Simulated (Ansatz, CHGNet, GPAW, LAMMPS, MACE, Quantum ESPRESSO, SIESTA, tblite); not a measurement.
# Forces in glassy 61Al2O3-39P2O5 (mol %) (104 atoms), program by program

One geometry of glassy 61Al2O3-39P2O5 (mol %) (104 atoms) is solved by several programs and methods. How far do their forces lie from a plane-wave PBE run?

Results are calculated, not measured.

### 1. The structure

The cell holds 104 atoms (22 Al, 14 P and 68 O), with edges of 10.93, 10.93 and 10.93 Å. Recipe: 104 atoms (22 Al, 14 P, 68 O) placed at random at 2.66 g/cm³, melted at 4000 K for 10 ps at fixed volume with the Morse and Coulomb pair potential with partial charges (Pedone, Malavasi, Menziani, Cormack and Segre, J. Phys. Chem. B 110, 11780 (2006)). Quenched from 4000 K to 300 K at 50 K/ps and fixed volume, held 10 ps at zero pressure. The density is 2.69 g/cm³.

### 2. The reference input

Quantum ESPRESSO 7.5: Kohn-Sham DFT, PBE, SSSP efficiency 1.3.0 pseudopotentials, plane waves. Its input, pw.in:

```
&control
  calculation = 'scf'
  pseudo_dir = './pseudo'
  outdir = './tmp'
  disk_io = 'none'
  tprnfor = .true.
  tstress = .true.
/
&system
  ibrav = 0
  nat = 104
  ntyp = 3
  ecutwfc = 60
  ecutrho = 480
  nosym = .true.
  occupations = 'smearing'
  smearing = 'fd'
  degauss = 0.003675
/
&electrons
  conv_thr = 5.2e-07
  electron_maxstep = 100
  mixing_beta = 0.4
  mixing_mode = 'plain'
  diagonalization = 'david'
/
ATOMIC_SPECIES
Al 26.982 Al.upf
P 30.974 P.upf
O 15.999 O.upf
CELL_PARAMETERS angstrom
10.92802 0.00000 0.00000
0.00000 10.92802 0.00000
0.00000 0.00000 10.92802
ATOMIC_POSITIONS crystal
Al 0.18532 0.50291 0.35003
Al 0.85571 0.07066 0.49822
Al 0.47070 0.58053 0.27548
Al 0.36452 0.76912 0.05267
[... 98 atom lines left out ...]
O 0.49381 0.81416 0.58807
O 0.84667 0.65445 0.18053
K_POINTS gamma
```

```console
$ OMP_NUM_THREADS=1 mpirun -np 4 pw.x -in pw.in > output.txt
```

It took 4.4 min on 4 MPI ranks of Arm Neoverse V2, shared host; peak memory 4.3 GiB; 18 min of CPU time.

It converged with an r.m.s. force component of 1.2 eV/Å and a pressure of 5.5 GPa.

Its highest filled and lowest empty levels lie 3.35 eV apart on its k-points.

### 3. The other programs

- CHGNet: machine-learned potential, published weights.
- GPAW 26.7.0: PAW with atomic orbitals (LCAO), plane waves or a real-space grid of spacing h.
- MACE: machine-learned potential, published weights.
- Quantum ESPRESSO 7.5: plane waves; labels (QE) give functional, pseudopotential set and cutoffs of waves/density.
- SIESTA 5.4.2: numerical atomic orbitals, whose automatically made sets are far from complete, with PseudoDojo norm-conserving potentials that we converted to its format (checked against plane waves on the same files for H, C, O, Si, Ge and Ca alone); labels give functional, basis size, energy shift and mesh cutoff.
- tblite 0.8.0: extended tight binding, driven from Python.

All use the same cell and atoms, and the electronic-structure runs the same k-mesh.

### 4. All runs compared

Differences are against the reference: forces as r.m.s. over components, share as that over the reference's r.m.s. force, slope as the fitted ratio of a run's forces to the reference's.

```csv
run,"Δ force, r.m.s. (meV/Å)",share (%),slope,Δ pressure (GPa),Δ gap (eV),cores,CPU time,memory (GiB)
reference,-,-,-,-,-,4,18 min,4.3
CHGNet 0.3.0 potential,192,16.6,0.898,-1.50,-,1,5.1 s,1.4
"GPAW LDA, LCAO dzp, h 0.18 Å",247,21.3,1.084,-,-0.238,2,2.9 min,2.0
"GPAW PBE, LCAO dzp, h 0.18 Å",388,33.4,1.153,-,-0.156,2,3 min,2.0
"GPAW PBE, LCAO dzp, h 0.25 Å (coarse)",535,46.1,1.124,-,-0.165,1,84 s,0.82
"GPAW PBE, LCAO szp(dzp), h 0.18 Å (coarse)",537,46.3,1.216,-,-0.251,1,2 min,1.6
MACE MP-0b3 medium potential,138,11.9,0.921,-1.45,-,1,9.3 s,1.2
MACE MPA-0 medium potential,127,10.9,0.942,-0.883,-,1,9.5 s,1.2
"QE PBE, sssp-1.3.0-efficiency, 30/240 Ry (coarse)",41.9,3.61,1.002,-37.5,-0.0651,2,5.3 min,1.5
"SIESTA PBE, DZ, shift 0.01 Ry, mesh 500 Ry (coarse)",1828,158,1.528,19.6,-0.380,2,2.9 min,1.6
"SIESTA PBE, DZP, shift 0.01 Ry, mesh 500 Ry",172,14.8,1.078,2.42,-0.0396,4,7.3 min,3.0
"SIESTA PBE, SZ, shift 0.02 Ry, mesh 500 Ry (coarse)",2454,211,1.720,18.7,-0.787,1,92 s,0.92
tblite GFN1-xTB,460,39.7,0.771,6.49,-,1,6.7 s,0.14
```

Rows marked coarse use a setting chosen to be so.

Times of the machine-learned potentials are mostly Python's start and the loading of weights.

CPU time is summed over cores on shared hosts, so it is rough.

### 5. Findings

Forces lie from 3.6 % (QE PBE, sssp-1.3.0-efficiency, 30/240 Ry, coarse) to 211 % (SIESTA PBE, SZ, shift 0.02 Ry, mesh 500 Ry, coarse) of the reference's r.m.s. force of 1.2 eV/Å away from it. The PBE runs in local orbitals, coarse settings apart, differ by 15 % (SIESTA PBE, DZP, shift 0.01 Ry, mesh 500 Ry) to 33 % (GPAW PBE, LCAO dzp, h 0.18 Å); basis, grid and potentials can all enter. Tight binding differs by 40 % (tblite GFN1-xTB); it is another model, with fitted parameters of its own, and the xTB methods hold dispersion. Machine-learned potentials differ by 11 % (MACE MPA-0 medium potential) to 17 % (CHGNet 0.3.0 potential); they were trained on other programs' data.

Rows with another functional or a dispersion term differ by 21 % (GPAW LDA, LCAO dzp, h 0.18 Å), which mixes the change of model with differences of basis and potentials. Runs with settings chosen to be coarse differ by 3.6 % (QE PBE, sssp-1.3.0-efficiency, 30/240 Ry) to 211 % (SIESTA PBE, SZ, shift 0.02 Ry, mesh 500 Ry), their programs' other errors included. GPAW PBE, LCAO dzp, h 0.18 Å stiffens the forces by a factor of 1.15 while following their directions (correlation 0.968); the slopes of the 4 GPAW runs lie between 1.08 and 1.22; the difference isn't even, but is largest on one element. From GPAW PBE, LCAO dzp, h 0.25 Å to the finer GPAW PBE, LCAO dzp, h 0.18 Å the share falls from 46 to 33 %. Pressures at PBE, coarse settings apart, lie +2.42 GPa from the reference's. Gaps at PBE, coarse settings apart, lie -0.16 to -0.04 eV from the reference's. A pressure off by over 25 GPa (QE PBE, sssp-1.3.0-efficiency, 30/240 Ry) is no usable stress for this cell.

Caveats: Periodic xTB results under one method name differ between programs and library versions. The reference's pressure holds the uncorrected Pulay stress of its 60 Ry basis, so small pressure differences, may be the reference's own error. In our tests on small cells the SSSP efficiency potentials stood apart from two norm-conserving sets, for C–F bonds most and for P–O bonds less, so differences from this reference needn't be the other run's error. Machine-learned potentials mimic data converged in k, so the reference's own k-point error enters their differences. The quench rate of 50 K/ps is many orders above laboratory rates, so the cell is likely richer in defects and strain than a real sample. The network of bonds at the start is that of the classical potential that made the cell, and needn't be the one that DFT or experiment would give. The reference's stress is far from hydrostatic: its diagonal is 2.4, 8.5, 5.6 GPa, compression counted positive. The electronic-structure runs sample only Γ, in a cell whose shortest periodic width is 11 Å. Where levels are smeared, the DFT runs use Fermi–Dirac occupations at 580 K (0.05 eV), and energies are free energies. The reference's cutoffs and mesh weren't converged further here.

[Long decimals in the printed logs are rounded to 6 places.]

[Logs are printed without paths, hosts, clocks, repeated set-up lines and the standing remarks that a program may print on its own settings, such as how far it seeks lower states.]

[Hosts, paths, dates, database ids (printed as entryN), source tags and the programs' standing remarks are cut or masked in the printed files.]

[Only finished runs are shown, without SIESTA runs on faulty potentials for Cu, Fe, Ni or Zn; cells were taken only where this reference lay near another plane-wave run.]
